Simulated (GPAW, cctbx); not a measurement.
# CsAl3: what bonding does to one electron reflection, worked out

CsAl3, Fm-3m (no. 225), a = 7.4833 Å, b = 7.4833 Å, c = 7.4833 Å, α = 90.00°, β = 90.00°, γ = 90.00°.

| atom | mult. | x | y | z |
| --- | --- | --- | --- | --- |
| Cs1 | 4 | 0 | 0 | 0 |
| Al1 | 4 | 1/2 | 0 | 0 |
| Al2 | 8 | 1/4 | 3/4 | 3/4 |

The start was made by putting kin elements into a known structure type; the compound need not exist, or be stable, in this form.

A DFT run (GPAW, PBE, 450 eV, 6×6×6 k-points, Fermi–Dirac width 0.1 eV) gives the static X-ray structure factor of 111 as 154.727 e for the conventional cell; superposed free atoms give 155.029 e. **Problem.** Find the Fourier component V of the crystal potential and the two-beam extinction distance at 120 kV in both cases.

## 1. Geometry

The cell volume is Ω = 419.07 Å³ and d(111) = 4.3205 Å, so g = 1/d = 0.2315 Å⁻¹.

## 2. The nuclei

Electrons feel nuclei as well as electrons, so the nuclear charges are summed with the same phases.

Phase sums Σ exp(2πi h·x), turned so that the total is real and positive: Cs +4.000, Al -4.000. Then F_Z = 55 × (+4.000) + 13 × (-4.000) = 168.00 e. The electron term has the same sign for this reflection.

## 3. Mott–Bethe

Poisson's equation, term by term, gives V = (e/4πε₀)(F_Z − F)/(πΩg²), with e/4πε₀ = 14.3996 V Å.

The prefactor is 14.3996 × 4.3205²/(π × 419.07) = 0.20417 V per electron. Free atoms: (168.00 − 155.029) × 0.20417 = 2.648 V. Crystal: (168.00 − 154.727) × 0.20417 = 2.710 V. F changes by -0.19 % and V by +2.3 %: the same 0.30 e is measured against F_Z − F = 13.0 e in place of F = 155.0 e.

## 4. Extinction distance

In the two-beam case ξ = 1/(λU) with U = 2γm₀eV/h², that is ξ = 150.41 V Å²/(γλV).

At 120 kV, λ = 0.03349 Å and γ = 1.2348. Free atoms: ξ = 1373 Å. Crystal: ξ = 1342 Å. The thickness fringes go as sin²(πt/ξ), so the two patterns slip by a quarter of a period when t|1/ξ₁ − 1/ξ₀| = 1/4, at t ≈ 1475 nm, thicker than usual samples. Thermal motion, absorption and many-beam coupling, left out here, change a real pattern.

## 5. Answer

V(111) is 2.71 V against 2.65 V, and ξ is 1342 against 1373 Å. Limits: static atoms, two beams.
